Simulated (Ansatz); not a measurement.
Rows from a G0W0 calculation on PtSe2/PtSe2 (1T bilayer) (Ansatz 0.2.0; G0W0 on PBE, plane waves, PAW; PAW set soft_1; 6×6×1 mesh, 323 empty bands, screening to 44 eV, PAW set soft_1 files), in eV. Spin-orbit coupling is left out.

| row | k | band | start | Σx | Σc at the solution | Vxc |
| --- | --- | --- | --- | --- | --- | --- |
| A | (0.000, 0.167, 0.000) | c1 | -4.135 | -16.102 | -2.270 | -18.980 |
| B | (0.000, 0.167, 0.000) | v2 | -5.721 | -19.490 | 2.008 | -17.505 |
| C | (0.000, 0.167, 0.000) | c2 | -3.906 | -16.216 | -2.442 | -19.306 |
| D | (0.000, 0.167, 0.000) | v1 | -5.332 | -18.722 | 1.752 | -17.004 |

Work out each quasiparticle level and how far it moved.

The quasiparticle equation reads E = start + Σx + Σc(E) − Vxc.

| row | E (eV) | shift (eV) |
| --- | --- | --- |
| A | -3.527 | +0.607 |
| B | -5.698 | +0.022 |
| C | -3.259 | +0.647 |
| D | -5.299 | +0.034 |

The gap over the computed points goes from 1.20 eV to 1.77 eV.

Limits: not at the basis limit; coarse mesh for a sheet; no spin polarisation; d states lean on the start; no spin-orbit coupling.

[Runs of the session that timed out or met a known fault of the program may be left out.]

[Cells called generated may have been cut or substituted from an entry of the Crystallography Open Database or the Materials Project.]

[Hosts, paths, dates, database ids (printed as entryN), source tags and the programs' standing remarks are cut or masked in the printed files.]
